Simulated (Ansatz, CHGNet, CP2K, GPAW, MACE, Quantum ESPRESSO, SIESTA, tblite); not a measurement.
## Phosphorene, 3 layers, N on P sites (72 atoms) in SIESTA

How do the settings of SIESTA change the result for phosphorene, 3 layers, N on P sites (72 atoms)? A plane-wave run serves as the yardstick.

Method: the method is named at each step, in SIESTA 5.4.2.

### Step 1. Set-up

The cell holds 72 atoms: 48 P and 24 N. Its edges and angles: a = 10.340 Å, b = 9.102 Å, c = 29.176 Å, α = 90.0°, β = 90.0°, γ = 90.0°. It derives from P (phosphorene). 3 layers of phosphorene (a = 3.314 Å), 3 x 2 cells, biaxial strain +4 %, every second layer slid by 0.500 of a1; facing planes 3.38, 3.4 Å apart; 16 Å of vacuum; 24 of 72 P replaced by N at random; displaced by a Gaussian of 0.02 Å. Then every atom was moved at random, 0.02 Å r.m.s. a Cartesian component. Regions: layer 1, 24 atoms (18 P and 6 N); layer 2, 24 atoms (9 N and 15 P); layer 3, 24 atoms (9 N and 15 P). Vacuum lies along c.

The yardstick, on the same geometry:

| Item | Value |
| --- | --- |
| method | Kohn-Sham DFT, PBE, SSSP efficiency 1.3.0 pseudopotentials, plane waves (Quantum ESPRESSO 7.5); sssp-pbe-1.3.0-efficiency, cutoffs 60/480 Ry, Γ point |
| r.m.s. force component | 1.577 eV/Å |
| longest force | 3.849 eV/Å |
| time | 43 min on 1 thread of Arm Neoverse V1, shared host |
| CPU time | 43 min |

### Step 2. PBE, DZP, shift 0.01 Ry, mesh 500 Ry

Method: Kohn-Sham DFT, PBE, PseudoDojo 0.4.1 norm-conserving pseudopotentials (converted to PSML), numerical atomic orbitals (DZP), diagonalisation.

The .psml files are PseudoDojo norm-conserving potentials that we converted to this format, checked against plane waves on the same files for H, C, O, Si, Ge and Ca alone.

Input file input.fdf:

```
SystemLabel cell
NumberOfAtoms 72
NumberOfSpecies 2
%block ChemicalSpeciesLabel
  1 15 P
  2 7 N
%endblock ChemicalSpeciesLabel
LatticeConstant 1.0 Ang
%block LatticeVectors
  10.33970 0.00000 0.00000
  0.00000 9.10210 0.00000
  0.00000 0.00000 29.17600
%endblock LatticeVectors
PAO.BasisSize DZP
PAO.EnergyShift 0.01 Ry
XC.Functional GGA
XC.Authors PBE
MeshCutoff 500 Ry
%block kgrid_Monkhorst_Pack
  1 0 0 0.0
  0 1 0 0.0
  0 0 1 0.0
%endblock kgrid_Monkhorst_Pack
SolutionMethod diagon
OccupationFunction FD
ElectronicTemperature 580 K
SCF.Mixer.Method Pulay
SCF.Mixer.Weight 0.05
SCF.Mixer.History 8
SCF.Mix Hamiltonian
MaxSCFIterations 300
SCF.DM.Tolerance 1e-04
SCF.H.Tolerance 1.0e-3 eV
WriteForces T
Write.HirshfeldPop T
Write.VoronoiPop T
Write.DM F
Write.H F
XML.Write F
AtomicCoordinatesFormat Fractional
%block AtomicCoordinatesAndAtomicSpecies
  0.99481 0.04209 0.34796 1
  0.00049 0.95781 0.27441 1
  0.17120 0.20782 0.34874 2
  0.16800 0.29084 0.27188 1
  0.99838 0.53694 0.34699 1
  0.99876 0.45609 0.27314 1
  0.16999 0.70774 0.34744 1
  0.17123 0.79421 0.27364 1
  0.33417 0.03473 0.34767 1
  0.33423 0.95896 0.27314 1
  0.50178 0.21276 0.34863 1
  0.50288 0.29094 0.27336 1
  0.33441 0.54758 0.34716 1
  0.33878 0.46724 0.27498 2
  0.49867 0.71064 0.34718 2
  0.49888 0.79477 0.27484 1
  0.66669 0.04052 0.34773 1
  0.66236 0.96222 0.27232 1
  0.83688 0.21246 0.34761 2
  0.83854 0.29079 0.27275 1
  0.66844 0.54077 0.34687 1
  0.66314 0.46123 0.27458 2
  0.82824 0.71212 0.34570 2
  0.83251 0.78872 0.27383 1
  0.16401 0.04048 0.53558 2
  0.17114 0.95408 0.46411 2
  0.33019 0.20852 0.53856 1
  0.33299 0.29515 0.46330 2
  0.16325 0.53702 0.53803 1
  0.16717 0.46241 0.46296 1
  0.33604 0.70989 0.53785 1
  0.32894 0.78636 0.46349 1
  0.49807 0.03948 0.53646 2
  0.49862 0.95910 0.46128 1
  0.66437 0.21202 0.53632 1
  0.66843 0.28991 0.46220 1
  0.50181 0.54072 0.53759 1
  0.50187 0.45655 0.46409 1
  0.66684 0.70423 0.53479 2
  0.66844 0.79011 0.46291 1
  0.83276 0.03715 0.53682 2
  0.83126 0.96008 0.46269 1
  0.99941 0.21092 0.53732 1
  0.00162 0.28946 0.46289 1
  0.83440 0.54319 0.53806 2
  0.83410 0.46054 0.46256 2
  0.99888 0.71250 0.53641 1
  0.99532 0.79102 0.46493 2
  0.99511 0.03888 0.72518 2
  0.00109 0.96161 0.65350 1
  0.16915 0.20988 0.72572 2
  0.16605 0.29444 0.65135 1
  0.00133 0.54319 0.72644 1
  0.00353 0.46526 0.65417 1
  0.16849 0.71381 0.72655 2
  0.16890 0.78808 0.65257 1
[... 12 atom lines left out ...]
  0.66494 0.54009 0.72563 1
  0.66646 0.45775 0.65445 2
  0.83297 0.71243 0.72531 1
  0.83253 0.79226 0.65363 2
%endblock AtomicCoordinatesAndAtomicSpecies
```

Launch:

```bash
> OMP_NUM_THREADS=1 mpirun -np 2 siesta < input.fdf > output.txt
```

The log of the run:

```text
Version         : 5.4.2
reinit: System Name:
reinit: System Label: cell
initatom: Reading input for the pseudopotentials and atomic orbitals ----------
Species number:   1 Atomic number:   15 Label: P
Species number:   2 Atomic number:    7 Label: N
Ground state valence configuration (from tables):   3s02  3p03  3d00  4f00
Ground state valence configuration (from tables):   2s02  2p03  3d00  4f00
---- Processing specs for species: P
GGA--PBE XC_GGA_X_PBE--XC_GGA_C_PBE pb
---- Processing specs for species: N
GGA--PBE XC_GGA_X_PBE--XC_GGA_C_PBE pb
P pseudopotential only contains V_ls up to l=2 -- lmxkb reset.
N pseudopotential only contains V_ls up to l=1 -- lmxkb reset.
Using PAO.SplitTailNorm
%block ChemicalSpeciesLabel
    1   15 P                       # Species index, atomic number, species label
    2    7 N                       # Species index, atomic number, species label
%endblock ChemicalSpeciesLabel
%block PAO.Basis                 # Define Basis set
P                     2                    # Species label, number of l-shells
 n=3   0   2                         # n, l, Nzeta
   4.859      3.414
   1.000      1.000
 n=3   1   2 P   1                   # n, l, Nzeta, Polarization, NzetaPol
   6.081      4.321
   1.000      1.000
N                     2                    # Species label, number of l-shells
 n=2   0   2                         # n, l, Nzeta
   3.944      2.617
   1.000      1.000
 n=2   1   2 P   1                   # n, l, Nzeta, Polarization, NzetaPol
   4.781      3.167
   1.000      1.000
%endblock PAO.Basis
coor:   Atomic-coordinates input format  =     Fractional
siesta: System type = slab
initatomlists: Number of atoms, orbitals, and projectors:     72   936  1056
siesta: ******************** Simulation parameters ****************************
Total number of electrons:   360.000000
Total ionic charge:   360.000000
 Kpoints in:            1 . Kpoints trimmed:            1
siesta: k-grid: Number of k-points = 1
siesta: k-points from Monkhorst-Pack grid
siesta: k-cutoff (effective) =     4.551 Ang
siesta: k-point supercell and displacements
siesta: k-grid:     1     0     0      0.000
siesta: k-grid:     0     1     0      0.000
siesta: k-grid:     0     0     1      0.000
                     ====================================
                        Single-point calculation
                     ====================================
outcell: Unit cell vectors (Ang):
       10.339700    0.000000    0.000000
        0.000000    9.102100    0.000000
        0.000000    0.000000   29.176000
outcell: Cell vector modules (Ang)   :   10.339700    9.102100   29.176000
outcell: Cell angles (23,13,12) (deg):     90.0000     90.0000     90.0000
outcell: Cell volume (Ang**3)        :   2745.8404
Gamma-point calculation with multiply-connected orbital pairs
Gamma-point calculation with multiply-connected orbital pairs
Folding of H and S implicitly performed
Folding of H and S implicitly performed
new_DM -- step:     1
Initializing Density Matrix...
Attempting to read DM from file... Failed...
DM filled with atomic data:
InitMesh: MESH = 144 x 128 x 400 = 7372800
InitMesh: Mesh cutoff (required, used) =   500.000   519.482 Ry
stepf: Fermi-Dirac step function
        iscf     Eharris(eV)        E_KS(eV)     FreeEng(eV)     dDmax    Ef(eV) dHmax(eV)
   scf:    1   -15718.520830   -15661.681885   -15661.733332  0.787147 -4.622687  9.054040
   scf:    2   -15709.229865   -15688.019074   -15688.037942  0.080156 -4.575425  5.125006
   scf:    3   -15713.792589   -15706.807685   -15706.816813  0.149764 -4.519366  2.142645
   scf:    4   -15708.815537   -15707.910581   -15707.919590  0.026401 -4.537018  1.662512
   scf:    5   -15709.928022   -15709.149435   -15709.160117  0.057341 -4.616561  0.990657
   scf:    6   -15709.871583   -15709.593314   -15709.607903  0.032722 -4.705104  0.572532
[...]
scf:   20   -15709.775668   -15709.775678   -15709.792526  0.000082 -4.756197  0.001296
   scf:   21   -15709.775649   -15709.775664   -15709.792528  0.000093 -4.755899  0.001066
   scf:   22   -15709.775659   -15709.775661   -15709.792529  0.000038 -4.755889  0.000647
SCF Convergence by DM+H criterion
max |DM_out - DM_in|         :     0.0000379072
max |H_out - H_in|      (eV) :     0.0006471521
SCF cycle converged after 22 iterations
Using DM_out to compute the final energy and forces
siesta: E_KS(eV) =           -15709.7757
siesta: E_KS - E_eggbox =    -15709.7757
siesta: Atomic forces (eV/Ang):
     1    0.183700    2.578458   -0.144161
     2   -0.214219    0.054617    0.410362
     3   -0.210510   -1.904294   -2.684753
     4    1.233206    0.907186    2.823606
     5   -0.880177    1.346588   -0.144556
     6    0.332970    0.032440    0.491781
[...]
70   -0.191242   -1.777735    2.240590
    71   -0.053523    0.091101   -2.536741
    72    0.057577    2.005962    2.466098
----------------------------------------
   Tot    0.004436   -0.000667   -0.000519
----------------------------------------
   Max    2.991479
   Res    1.520476    sqrt( Sum f_i^2 / 3N )
----------------------------------------
   Max    2.991479    constrained
Stress tensor Voigt[x,y,z,yz,xz,xy] (kbar):       96.55      101.03       84.38       -2.09       -0.74        0.28
(Free)E + p*V (eV/cell)   -15870.8687
Target enthalpy (eV/cell)   -15709.7925
siesta: Program's energy decomposition (eV):
siesta: Ebs     =     -3799.654528
siesta: Eions   =     28196.817881
siesta: Ena     =      8531.791615
siesta: Ekin    =      7181.376820
siesta: Enl     =       902.257987
siesta: DEna    =       294.352766
siesta: DUscf   =        13.530123
siesta: Ex      =     -4030.979801
siesta: Ec      =      -405.287290
siesta: Exc     =     -4436.267091
siesta: Eharris =    -15709.775659
siesta: Etot    =    -15709.775661
siesta: FreeEng =    -15709.792529
siesta: Final energy (eV):
siesta:  Band Struct. =   -3799.654528
siesta:       Kinetic =    7181.376820
siesta:       Hartree =   62815.495711
siesta:         Exch. =   -4030.979801
siesta:         Corr. =    -405.287290
siesta:   Exch.-corr. =   -4436.267091
siesta:  Ion-electron = -131803.236984
siesta:       Ion-ion =   50532.855883
siesta:         Total =  -15709.775661
siesta:         Fermi =      -4.755889
siesta: Stress tensor (static) (eV/Ang**3):
siesta:     0.060261    0.000172   -0.000461
siesta:     0.000172    0.063059   -0.001304
siesta:    -0.000461   -0.001304    0.052666
siesta: Cell volume =       2745.840403 Ang**3
siesta: Pressure (static):
siesta:                Solid            Molecule  Units
siesta:          -0.00063891         -0.00032800  Ry/Bohr**3
siesta:          -0.05866188         -0.03011539  eV/Ang**3
siesta:         -93.98670108        -48.25017536  kBar
    Orbital volume contribution        =          31.604978 eV
    (Free)E + p_basis*V_orbitals       =      -15678.187551 eV
    (Free)Eharris+ p_basis*V_orbitals  =      -15678.187548 eV
siesta: Electric dipole (a.u.)  =    0.000000    0.000000   -1.539629
siesta: Electric dipole (Debye) =    0.000000    0.000000   -3.913346
Hirshfeld Atomic Populations:
Atom #   charge [q] valence [e]  Species
     1     0.123712    4.876288  P
     2    -0.019691    5.019691  P
     3    -0.182646    5.182646  N
     4     0.108384    4.891616  P
     5     0.093137    4.906863  P
     6     0.007448    4.992552  P
     7     0.011773    4.988227  P
[...]
14    -0.186573    5.186573  N
    15    -0.192157    5.192157  N
[...]
19    -0.179216    5.179216  N
[...]
22    -0.185983    5.185983  N
    23    -0.181371    5.181371  N
[...]
--------------------
 Total     0.000003
Voronoi Atomic Populations:
Atom #   charge [q] valence [e]  Species
[...]
67    -0.200415    5.200415  N
    68     0.188279    4.811721  P
    69     0.186907    4.813093  P
    70    -0.264316    5.264316  N
    71     0.091565    4.908435  P
    72    -0.233488    5.233488  N
--------------------
 Total     0.000003
```

It took 3.6 min on 2 MPI ranks of Arm Neoverse V1, shared host; peak memory 2.4 GiB; 7.1 min of CPU time.

Banners, paths, timers and routine set-up lines are dropped from the logs unmarked, and long logs keep their key lines alone; longer cuts are marked.

Numbers from this run, and their distance from the reference:

```yaml
r_m_s_force_component: 1.52 eV/Å
r_m_s_difference_of_force_components: 129.6 meV/Å
longest_difference_of_force_vectors: 323.7 meV/Å
force_difference_over_r_m_s_force: 8.217 %
slope_of_forces_against_the_reference_s: 0.9614
correlation_of_force_components: 0.9972
```

Length of the force difference by element (eV/Å):

```
element  atoms  mean  most
      N     24  0.17  0.25
      P     48  0.24  0.32
```

A closer look about P11, picked at random: 12 atoms, nearest first, numbered in the order of the input, with positions taken from that point.

```
atom      x      y      z  distance (Å)  Hirshfeld charge (e)     Fx     Fy  Fz (eV/Å)
 P11   0.00   0.00   0.00          0.00                  0.01  -0.20  -0.45      -0.75
 P12   0.01   0.71  -2.20          2.31                  0.11   0.10   2.85       0.91
 P17   1.71  -1.57  -0.03          2.32                  0.06   1.13   1.35      -0.53
  P9  -1.73  -1.62  -0.03          2.37                  0.07  -1.01   1.85      -0.17
  N3  -3.42  -0.04   0.00          3.42                 -0.18  -0.21  -1.90      -2.68
 P21   1.72   2.99  -0.05          3.45                  0.18  -0.03   2.06      -2.52
 N19   3.46   0.00  -0.03          3.46                 -0.18   0.04  -2.08      -2.70
 P13  -1.73   3.05  -0.04          3.50                  0.10   1.67   0.16      -2.23
 N22   1.67   2.26  -2.16          3.54                 -0.19   0.18  -1.81       2.61
 N14  -1.69   2.32  -2.15          3.58                 -0.19  -0.16  -1.93       2.26
 P18   1.66  -2.28  -2.23          3.59                  0.00   0.44  -0.20       0.86
 P10  -1.73  -2.31  -2.20          3.63                  0.00   0.22   0.25       0.64
```

Forces lie 8.2 % from the reference's, at 0.17 times its CPU time (on 2 against 1 cores).

### Step 3. PBE, TZP, shift 0.01 Ry, mesh 500 Ry

Method: Kohn-Sham DFT, PBE, PseudoDojo 0.4.1 norm-conserving pseudopotentials (converted to PSML), numerical atomic orbitals (TZP), diagonalisation.

Edit input.fdf of step 2 so:

```diff
@@ -13,3 +13,3 @@
 %endblock LatticeVectors
-PAO.BasisSize DZP
+PAO.BasisSize TZP
 PAO.EnergyShift 0.01 Ry
```

The log of the run:

```text
Version         : 5.4.2
reinit: System Name:
reinit: System Label: cell
initatom: Reading input for the pseudopotentials and atomic orbitals ----------
Species number:   1 Atomic number:   15 Label: P
Species number:   2 Atomic number:    7 Label: N
Ground state valence configuration (from tables):   3s02  3p03  3d00  4f00
Ground state valence configuration (from tables):   2s02  2p03  3d00  4f00
---- Processing specs for species: P
GGA--PBE XC_GGA_X_PBE--XC_GGA_C_PBE pb
---- Processing specs for species: N
GGA--PBE XC_GGA_X_PBE--XC_GGA_C_PBE pb
[... lines left out ...]
stepf: Fermi-Dirac step function
        iscf     Eharris(eV)        E_KS(eV)     FreeEng(eV)     dDmax    Ef(eV) dHmax(eV)
[... lines left out ...]
SCF Convergence by DM+H criterion
[... lines left out ...]
SCF cycle converged after 21 iterations
[... lines left out ...]
   Max    3.028505
[... lines left out ...]
   Max    3.028505    constrained
Stress tensor Voigt[x,y,z,yz,xz,xy] (kbar):       97.65      102.18       84.89       -2.18       -0.72        0.27
[... lines left out ...]
siesta: FreeEng =    -15712.980923
[... lines left out ...]
siesta:         Fermi =      -4.745891
siesta: Stress tensor (static) (eV/Ang**3):
siesta:     0.060951    0.000168   -0.000451
siesta:     0.000168    0.063777   -0.001358
siesta:    -0.000451   -0.001358    0.052984
siesta: Cell volume =       2745.840403 Ang**3
siesta: Pressure (static):
siesta:                Solid            Molecule  Units
siesta:          -0.00064518         -0.00032944  Ry/Bohr**3
siesta:          -0.05923740         -0.03024817  eV/Ang**3
siesta:         -94.90877381        -48.46291106  kBar
    Orbital volume contribution        =          39.487361 eV
    (Free)E + p_basis*V_orbitals       =      -15673.493561 eV
    (Free)Eharris+ p_basis*V_orbitals  =      -15673.493551 eV
siesta: Electric dipole (a.u.)  =    0.000000    0.000000   -1.550092
siesta: Electric dipole (Debye) =    0.000000    0.000000   -3.939942
Hirshfeld Atomic Populations:
Atom #   charge [q] valence [e]  Species
     1     0.127496    4.872504  P
     2    -0.020795    5.020795  P
     3    -0.187046    5.187046  N
     4     0.112123    4.887877  P
[...]
14    -0.191208    5.191208  N
    15    -0.196876    5.196876  N
[...]
--------------------
 Total     0.000011
Voronoi Atomic Populations:
Atom #   charge [q] valence [e]  Species
[...]
69     0.190632    4.809368  P
    70    -0.268960    5.268960  N
    71     0.092582    4.907418  P
    72    -0.237568    5.237568  N
--------------------
 Total     0.000011
```

Wall time 4.3 min (2 MPI ranks); peak memory 2.6 GiB.

Compared with the plane-wave run:

| Quantity | Value |
| --- | --- |
| r.m.s. force component | 1.544 eV/Å |
| r.m.s. difference of force components | 117.2 meV/Å |
| longest difference of force vectors | 322.6 meV/Å |
| force difference over r.m.s. force | 7.43 % |
| slope of forces against the reference's | 0.9765 |
| correlation of force components | 0.9974 |

Against the first run (8.2 %), the force difference from the reference is 7.4 %, at 1.2 times the CPU time, with 1224 basis functions against 936.

### Step 4. All runs compared

Differences are against the plane-wave reference, forces as r.m.s. over components; share is that over the reference's r.m.s. force, slope the least-squares factor from reference forces to these. Total energies of different programs have different zeros and aren't compared.

```
                                        run  Δ force, r.m.s. (meV/Å)  share (%)  slope  cores  CPU time  memory (GiB)
                                  reference                        -          -      -      1    43 min          10.0
SIESTA PBE, DZP, shift 0.01 Ry, mesh 500 Ry                      130       8.22  0.961      2   7.1 min           2.4
SIESTA PBE, TZP, shift 0.01 Ry, mesh 500 Ry                      117       7.43  0.977      2   8.5 min           2.6
```

CPU time is summed over cores on a shared host, where runs went side by side, so it is rough. Symmetry, cutoffs, thresholds, outputs and thread counts weren't matched or tuned between programs; memory under MPI is the largest rank's times the ranks.

### Step 5. Summary of results

```
nearest in forces : SIESTA PBE, TZP, shift 0.01 Ry, mesh 500 Ry, 7.4 %
its CPU time      : 8.5 min
```

In words: The PBE runs in local orbitals differ by 7.4 % (SIESTA PBE, TZP, shift 0.01 Ry, mesh 500 Ry) to 8.2 % (SIESTA PBE, DZP, shift 0.01 Ry, mesh 500 Ry); basis, grid and potentials can all enter. Of the electronic-structure runs that take under half the reference's CPU time, SIESTA PBE, TZP, shift 0.01 Ry, mesh 500 Ry comes nearest, at 7.4 % in 8.5 min against 43 min. The electronic-structure runs sample only Γ, in a cell whose shortest periodic width is 9 Å.

[Also dropped from logs without a mark: logging warnings of Python, and SIESTA's first energy breakdown and zero terms.]

[Logs are printed without paths, hosts, clocks, repeated set-up lines and the standing remarks that a program may print on its own settings, such as how far it seeks lower states.]

[Hosts, paths, dates, database ids (printed as entryN), source tags and the programs' standing remarks are cut or masked in the printed files.]
